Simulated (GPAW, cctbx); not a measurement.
## By hand: from a DFT structure factor to an extinction distance in LiCu4Bi

LiCu4Bi, F-43m (no. 216), a = 7.1579 Å, b = 7.1579 Å, c = 7.1579 Å, α = 90.00°, β = 90.00°, γ = 90.00°.

| atom | mult. | x | y | z |
| --- | --- | --- | --- | --- |
| Bi1 | 4 | 0 | 0 | 0 |
| Cu1 | 16 | 0.3761 | 0.1239 | 0.8761 |
| Li1 | 4 | 1/4 | 3/4 | 3/4 |

The start was made by putting kin elements into a known structure type; the compound need not exist, or be stable, in this form.

A DFT run (GPAW, PBE, 550 eV, 6×6×6 k-points, Fermi–Dirac width 0.1 eV) gives the static X-ray structure factor of 040 as 63.199 e for the conventional cell; superposed free atoms give 65.361 e. **Problem.** Find the Fourier component V of the crystal potential and the two-beam extinction distance at 200 kV in both cases.

## Step 1: Geometry

The cell volume is Ω = 366.74 Å³ and d(040) = 1.7895 Å, so g = 1/d = 0.5588 Å⁻¹.

## Step 2: The nuclei

Electrons feel nuclei as well as electrons, so the nuclear charges are summed with the same phases.

Phase sums Σ exp(2πi h·x), turned so that the total is real and positive: Bi -4.000, Cu +15.994, Li -4.000. Then F_Z = 83 × (-4.000) + 29 × (+15.994) + 3 × (-4.000) = 119.83 e. The electron term has the same sign for this reflection.

## Step 3: Mott–Bethe

Poisson's equation, term by term, gives V = (e/4πε₀)(F_Z − F)/(πΩg²), with e/4πε₀ = 14.3996 V Å.

The prefactor is 14.3996 × 1.7895²/(π × 366.74) = 0.04002 V per electron. Free atoms: (119.83 − 65.361) × 0.04002 = 2.180 V. Crystal: (119.83 − 63.199) × 0.04002 = 2.266 V. F changes by -3.31 % and V by +4.0 %: the same 2.16 e is measured against F_Z − F = 54.5 e in place of F = 65.4 e.

## Step 4: Extinction distance

In the two-beam case ξ = 1/(λU) with U = 2γm₀eV/h², that is ξ = 150.41 V Å²/(γλV).

At 200 kV, λ = 0.02508 Å and γ = 1.3914. Free atoms: ξ = 1977 Å. Crystal: ξ = 1902 Å. The thickness fringes go as sin²(πt/ξ), so the two patterns slip by a quarter of a period when t|1/ξ₁ − 1/ξ₀| = 1/4, at t ≈ 1245 nm, thicker than usual samples. Thermal motion, absorption and many-beam coupling, left out here, change a real pattern.

## Step 5: Answer

V(040) is 2.27 V against 2.18 V, and ξ is 1902 against 1977 Å. Limits: static atoms, two beams.
